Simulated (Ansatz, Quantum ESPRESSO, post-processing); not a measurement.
# 1T-SiSSe, 1 layer: response to a perpendicular field, part 6 of 7

Aim: how 1T-SiSSe, 1 layer screens a field along its normal, and what the field does to its bands.

Quantum ESPRESSO 7.5; plane-wave DFT, vdW-DF-cx, GBRV ultrasoft pseudopotentials made under PBE; geometry and cross-check by Ansatz 0.2.0 with PAW datasets.

So far. Step 14 (Valence density): The density integrates to 16.000 electrons, as the 16 of the input ask. Step 19 (The same in Ansatz: field 0.1 V/Å): At 0.1 V/Å Ansatz's dipole is 0.0081 e Å against 0.0097 from pw.x, under another functional.

### Step 20. Cross-check with Ansatz: field -0.1 V/Å

Level of this step: plane-wave DFT, PBE, Ansatz PAW (Ansatz).

Input file input.yaml:

```yaml
crystal:
  lattice:
    - [3.4059888448, 0.0, 0.0]
    - [-1.7029944224, 2.9496728646, 0.0]
    - [0.0, 0.0, 18.9236433976]
  atoms:
    - { symbol: Se, position: [0.6666666667, 0.3333333333, 0.4269421357] }
    - { symbol: Si, position: [0.0, 0.0, 0.5038822512] }
    - { symbol: S, position: [0.3333333333, 0.6666666667, 0.5727370049] }
kpoints:
  mp_grid: { grid: [12, 12, 1] }
hamiltonian:
  xc: pbe
scf:
  occupations: { method: fermi_dirac, width: 0.054 }
  convergence: { dr2_threshold: 1.0e-09 }
efield:
  axis: 3
  dipole_correction: true
  ramp_position: 0.97
  ramp_width: 0.04
  amplitude: -0.1
output:
  write_potential: true
  write_density: true
  volumetric_format: npy
```

Command:

```console
$ ansatz run input.yaml --threads 4 --pin off --max-ram 8192MiB --backend cpu --events-out ev --progress --plain --runs-dir out
```

Numbers of over 12 decimals in the logs are rounded to 6 here.

The log of the run:

```text
[...]
Crystal: 3 atoms, lattice volume = 190.117 Å³
Basis set: ecut = 420 eV, 3699 PW (Γ)
Bands: 17, of which v1, the nominal top of the filled ones, is band 13 counted from 1 (12 counted from 0)
Symmetry: 6 space group operations
[...]
k-points: 19 of 144 (time reversal used)
[...]
--- Band table (eV; the first three rows and the last of 19) ---
  k-point 0: bands = [... 9 lower, -2.9460, -2.9460, -1.7554, -1.7554, 0.8889, 2.1624, 2.8057, 2.8057]
  k-point 1: bands = [... 9 lower, -3.1982, -3.1620, -2.3299, -1.7180, 1.3207, 2.4693, 2.9117, 2.9874]
  k-point 2: bands = [... 9 lower, -3.7047, -3.4212, -3.0573, -1.7789, 1.1735, 2.7566, 3.4808, 3.8117]
  k-point 18: bands = [... 9 lower, -6.5357, -6.2273, -3.1640, -2.9491, 0.6149, 4.0037, 4.1726, 5.1583]
[key lines of the parts left out:]
SCF converged after 11 iterations
Free energy (F): -7008.201151 eV
Fermi energy:    -1.352439 eV
Dipole field:    D = -0.043372 V/Å  (p = -0.045569 e·Å, saw-weighted, corrected)
```

Wall time 1.9 s (4 threads of Arm Neoverse V2, shared host); peak memory 0.42 GiB; 7 s of CPU time.

Numbers from this step:

| Property | Result |
| --- | --- |
| free energy | -7008.2012 eV |
| energy at zero smearing | -7008.2011 eV |
| Fermi energy | -1.352 eV |
| gap by band count | 0.6746 eV |
| dipole along the normal | -0.04557 e·Å |

### Step 21. Dipole against field, Ansatz

Table of dipole along the normal, dipole moment by applied field:

```
applied field (V/Å)  dipole along the normal, dipole moment (e·Å)
            -0.1000                                       -0.0456
             0.0000                                       -0.0187
             0.1000                                       0.00810
```

### Step 22. Self-consistent run, with nosym = True

A sensitivity test on the input.

Level of this step: plane-wave DFT, vdW-DF-cx, GBRV ultrasoft pseudopotentials made under PBE (Quantum ESPRESSO 7.5). input_dft overrides the functional of the files.

Input file f1.w0.in:

```
&control
  prefix = 'f1.w0'
  outdir = './out'
  pseudo_dir = './pseudo'
  calculation = 'scf'
  tprnfor = .true.
  tefield = .true.
  dipfield = .true.
/
&system
  ibrav = 0
  nat = 3
  ntyp = 3
  ecutwfc = 40
  ecutrho = 200
  input_dft = 'vdw-df-cx'
  occupations = 'smearing'
  smearing = 'fd'
  degauss = 0.004
  edir = 3
  emaxpos = 0.97
  eopreg = 0.04
  eamp = 0.00194469
  nosym = .true.
/
&electrons
  conv_thr = 1e-09
  mixing_beta = 0.4
  electron_maxstep = 120
  mixing_mode = 'plain'
/
ATOMIC_SPECIES
  Se  78.9710  se_pbe_v1.uspp.F.UPF
  Si  28.0850  si_pbe_v1.uspp.F.UPF
  S   32.0600  s_pbe_v1.4.uspp.F.UPF
CELL_PARAMETERS angstrom
  3.40598884481238 0.00000000000000 0.00000000000000
  -1.70299442240619 2.94967286461394 -0.00000000000000
  0.00000000000000 -0.00000000000000 18.92364339760000
ATOMIC_POSITIONS crystal
  Se  0.666666666667 0.333333333333 0.426942135683
  Si  0.000000000000 -0.000000000000 0.503882251170
  S   0.333333333333 0.666666666667 0.572737004946
K_POINTS automatic
  12 12 1 0 0 0
```

Command:

```console
$ OMP_NUM_THREADS=1 mpirun -n 4 pw.x -nk 4 -in f1.w0.in > f1.w0.out
```

The log of the run:

```text
[banner, memory and clock lines left out]
Program PWSCF v.7.5 starts
[citation notice left out]

[...]
bravais-lattice index     =            0
     lattice parameter (alat)  =       6.4364  a.u.
     unit-cell volume          =    1282.9757 (a.u.)^3
     number of atoms/cell      =            3
     number of atomic types    =            3
     number of electrons       =        16.00
     number of Kohn-Sham states=           12
     kinetic-energy cutoff     =      40.0000  Ry
     charge density cutoff     =     200.0000  Ry
     scf convergence threshold =      1.0E-09
     mixing beta               =       0.4000
     number of iterations used =            8  plain     mixing
     Exchange-correlation= VDW-DF-CX
                           (   1   4  27   0   1   0   0)

[...]
PseudoPot. # 1 for Se read from file:
     ./pseudo/se_pbe_v1.uspp.F.UPF
     Pseudo is Ultrasoft + core correction, Zval =  6.0
     Generated by new atomic code, or converted to UPF format
     Using radial grid of  877 points,  6 beta functions with:
                l(1) =   0
                l(2) =   0
                l(3) =   1
                l(4) =   1
                l(5) =   2
                l(6) =   2
     Q(r) pseudized with  8 coefficients,  rinner =    1.300   1.300   1.300
                                                       1.300   1.300

     PseudoPot. # 2 for Si read from file:
     ./pseudo/si_pbe_v1.uspp.F.UPF
     Pseudo is Ultrasoft + core correction, Zval =  4.0
     Generated by new atomic code, or converted to UPF format
     Using radial grid of  899 points,  6 beta functions with:
                l(1) =   0
                l(2) =   0
                l(3) =   1
                l(4) =   1
                l(5) =   2
                l(6) =   2
     Q(r) pseudized with  8 coefficients,  rinner =    0.900   0.900   0.900
                                                       0.900   0.900

     PseudoPot. # 3 for S  read from file:
     ./pseudo/s_pbe_v1.4.uspp.F.UPF
     Pseudo is Ultrasoft + core correction, Zval =  6.0
     Generated by new atomic code, or converted to UPF format
     Using radial grid of  907 points,  6 beta functions with:
                l(1) =   0
                l(2) =   0
                l(3) =   1
                l(4) =   1
                l(5) =   2
                l(6) =   2
     Q(r) pseudized with  8 coefficients,  rinner =    1.300   1.300   1.300
                                                       1.300   1.300

     atomic species   valence    mass     pseudopotential
     Se                6.00    78.97100     Se( 1.00)
     Si                4.00    28.08500     Si( 1.00)
     S                 6.00    32.06000     S ( 1.00)

     No symmetry found

[...]
number of k points=    74  Fermi-Dirac smearing, width (Ry)=  0.0040
[...]
Dense  grid:    61343 G-vectors     FFT dimensions: (  30,  30, 162)

     Smooth grid:    43685 G-vectors     FFT dimensions: (  25,  25, 144)

     Initial potential from superposition of free atoms

     starting charge      15.9992, renormalised to      16.0000

     negative rho (up, down):  3.737E-04 0.000E+00

     %%%%%%%%%%%%%%%%%%%%%%%%%%%%%%%%%%%%%%%%%%%%%%%%%%%%%%%%%%%%%%%%%%%%%%%%
     %                                                                      %
     % You are using vdW-DF, which was implemented by the Thonhauser group. %
     % possible and the two reviews that describe the various versions:     %
     %                                                                      %
     %                                                                      %
     % If you are calculating stress with vdW-DF, please also cite:         %
     %                                                                      %
     %                                                                      %
     %%%%%%%%%%%%%%%%%%%%%%%%%%%%%%%%%%%%%%%%%%%%%%%%%%%%%%%%%%%%%%%%%%%%%%%%

     %%%%%%%%%%%%%%%%%%%%%%%%%%%%%%%%%%%%%%%%%%%%%%%%%%%%%%%%%%%%%%%%%%%%%%%%
     %                                                                      %
     %  vdW-DF NEWS:                                                        %
     %                                                                      %
     %  * vdW-DF3 is now available. DOI: 10.1021/acs.jctc.0c00471           %
     %    use with input_dft = 'vdW-DF3-opt1' or 'vdW-DF3-opt2'             %
     %                                                                      %
     %  * Unscreened and range-separated hybrid vdW-DF-cx functionals       %
     %    DOI: 10.1063/1.4986522 and 10.1088/1361-648X/ac2ad2               %
     %    use with input_dft = 'vdW-DF-cx0'    and 'vdW-DF-ahcx'            %
     %  * Unscreened and range-separated hybrid vdW-DF2-b86r functionals    %
     %    DOI: 10.1063/1.4986522 and DOI: 10.1103/PhysRevX.12.041003        %
     %    use with input_dft = 'vdW-DF2-br0' and 'vdW-DF2-ahbr'             %
     %                                                                      %
     %%%%%%%%%%%%%%%%%%%%%%%%%%%%%%%%%%%%%%%%%%%%%%%%%%%%%%%%%%%%%%%%%%%%%%%%

     Adding external electric field

     Computed dipole along edir(3) :
        Dipole               -0.0000 Ry au,         -0.0000 Debye
        Dipole field         -0.0000 Ry au,

        E field amplitude [Ha a.u.]:  1.9447E-03
        Potential amp.        0.1335 Ry
        Total length         34.3301 bohr

     Starting wfcs are   12 randomized atomic wfcs

     per-process dynamical memory:    59.6 Mb

     Self-consistent Calculation

     iteration #  1     ecut=    40.00 Ry     beta= 0.40
     Davidson diagonalization with overlap
     ethr =  1.00E-02,  avg # of iterations =  3.5

     Threshold (ethr) on eigenvalues was too large:
     Diagonalizing with lowered threshold

     Davidson diagonalization with overlap
     ethr =  3.63E-04,  avg # of iterations =  4.2

     negative rho (up, down):  3.873E-04 0.000E+00

     Adding external electric field

     Computed dipole along edir(3) :
        Dipole                0.0469 Ry au,          0.1191 Debye
        Dipole field          0.0005 Ry au,

        E field amplitude [Ha a.u.]:  1.9447E-03
        Potential amp.        0.1020 Ry
        Total length         34.3301 bohr

     total energy              =     -77.12283325 Ry
     estimated scf accuracy    <       0.05873086 Ry

     iteration #  2     ecut=    40.00 Ry     beta= 0.40
[...]
negative rho (up, down):  4.070E-04 0.000E+00

[...]
Dipole               -0.0593 Ry au,         -0.1507 Debye
[...]
E field amplitude [Ha a.u.]:  1.9447E-03
[...]
total energy              =     -77.12510239 Ry
     estimated scf accuracy    <       0.01278578 Ry

     iteration #  3     ecut=    40.00 Ry     beta= 0.40
[...]
negative rho (up, down):  4.172E-04 0.000E+00

[...]
Dipole                0.0368 Ry au,          0.0936 Debye
[...]
E field amplitude [Ha a.u.]:  1.9447E-03
[...]
total energy              =     -77.12483419 Ry
     estimated scf accuracy    <       0.01924137 Ry

     iteration #  4     ecut=    40.00 Ry     beta= 0.40
[...]
negative rho (up, down):  4.225E-04 0.000E+00

[...]
Dipole                0.0169 Ry au,          0.0429 Debye
[...]
E field amplitude [Ha a.u.]:  1.9447E-03
[...]
total energy              =     -77.12728416 Ry
     estimated scf accuracy    <       0.00148729 Ry

     iteration #  5     ecut=    40.00 Ry     beta= 0.40
[...]
negative rho (up, down):  4.271E-04 0.000E+00

[...]
Dipole                0.0160 Ry au,          0.0407 Debye
[...]
E field amplitude [Ha a.u.]:  1.9447E-03
[...]
total energy              =     -77.12744164 Ry
     estimated scf accuracy    <       0.00015236 Ry

     iteration #  6     ecut=    40.00 Ry     beta= 0.40
[...]
negative rho (up, down):  4.300E-04 0.000E+00

[...]
Dipole                0.0184 Ry au,          0.0468 Debye
[...]
E field amplitude [Ha a.u.]:  1.9447E-03
[...]
total energy              =     -77.12748465 Ry
     estimated scf accuracy    <       0.00001208 Ry

[...]
iteration #  9     ecut=    40.00 Ry     beta= 0.40
[...]
negative rho (up, down):  4.332E-04 0.000E+00

[...]
Dipole                0.0182 Ry au,          0.0462 Debye
[...]
E field amplitude [Ha a.u.]:  1.9447E-03
[...]
total energy              =     -77.12749578 Ry
     estimated scf accuracy    <       0.00000008 Ry

     iteration # 10     ecut=    40.00 Ry     beta= 0.40
[...]
negative rho (up, down):  4.336E-04 0.000E+00

[...]
Dipole                0.0183 Ry au,          0.0464 Debye
[...]
E field amplitude [Ha a.u.]:  1.9447E-03
[...]
total energy              =     -77.12749580 Ry
     estimated scf accuracy    <       0.00000001 Ry

     iteration # 11     ecut=    40.00 Ry     beta= 0.40
[...]
negative rho (up, down):  4.338E-04 0.000E+00

[...]
Dipole                0.0182 Ry au,          0.0463 Debye
[...]
E field amplitude [Ha a.u.]:  1.9447E-03
[...]
total energy              =     -77.12749580 Ry
     estimated scf accuracy    <          4.7E-09 Ry

     iteration # 12     ecut=    40.00 Ry     beta= 0.40
[...]
negative rho (up, down):  4.341E-04 0.000E+00

[...]
Dipole                0.0182 Ry au,          0.0464 Debye
[...]
E field amplitude [Ha a.u.]:  1.9447E-03
[...]
End of self-consistent calculation

          k = 0.0000 0.0000 0.0000 (  5519 PWs)   bands (ev):

   -17.3528 -15.1080  -7.9889  -3.6005  -3.3010  -3.3010  -2.1528  -2.1528
     0.4838   1.7377   2.4081   2.4334

          k = 0.0000 0.0962 0.0000 (  5525 PWs)   bands (ev):

   -17.2573 -15.0425  -7.9553  -4.0465  -3.5572  -3.5425  -2.7219  -2.1114
     0.9195   2.0054   2.3799   2.6153

[...]
the Fermi energy is    -1.7393 ev

!    total energy              =     -77.12749576 Ry
     estimated scf accuracy    <          9.4E-12 Ry
     smearing contrib. (-TS)   =      -0.00000830 Ry
     internal energy E=F+TS    =     -77.12748746 Ry

     The total energy is F=E-TS. E is the sum of the following terms:
     one-electron contribution =    -297.53242040 Ry
     hartree contribution      =     152.10078796 Ry
     xc contribution           =     -42.28245362 Ry
     ewald contribution        =     110.58666629 Ry
     electric field correction =      -0.00006769 Ry

     convergence has been achieved in  12 iterations

     negative rho (up, down):  4.341E-04 0.000E+00

     Forces acting on atoms (cartesian axes, Ry/au):

     atom    1 type  1   force =    -0.00000002   -0.00000002    0.00135073
     atom    2 type  2   force =    -0.00000003    0.00000003    0.00029110
     atom    3 type  3   force =     0.00000005   -0.00000002   -0.00164183

     Total force =     0.002146     Total SCF correction =     0.000006

[...]
```

Wall time 43 s (4 MPI ranks); peak memory 0.62 GiB; 2.8 min of CPU time.

Beside the run it was changed from:

```
                     quantity   this run  unchanged run  difference
dipole along the normal (e·Å)   0.009660       0.009681     -2.1e-5
             free energy (eV)  -1049.373      -1049.373           0
                wall time (s)         43             42            
               SCF iterations         12             10
```

The free energy moves by +0 meV an atom.

This run starts from superposed atoms, the unchanged one from a saved density, so their iteration counts don't compare.

The physical values in this table move by up to 0.22 %.

(Continued in part 7 of 7.)

[Logs are printed without paths, hosts, clocks, repeated set-up lines and the standing remarks that a program may print on its own settings, such as how far it seeks lower states.]

[Hosts, paths, dates, database ids (printed as entryN), source tags and the programs' standing remarks are cut or masked in the printed files.]

[Maps of the electrostatic potential energy from Ansatz leave out the sawtooth potential of an applied field or a dipole correction, so their vacuum need not be flat; planar profiles and work functions include it.]
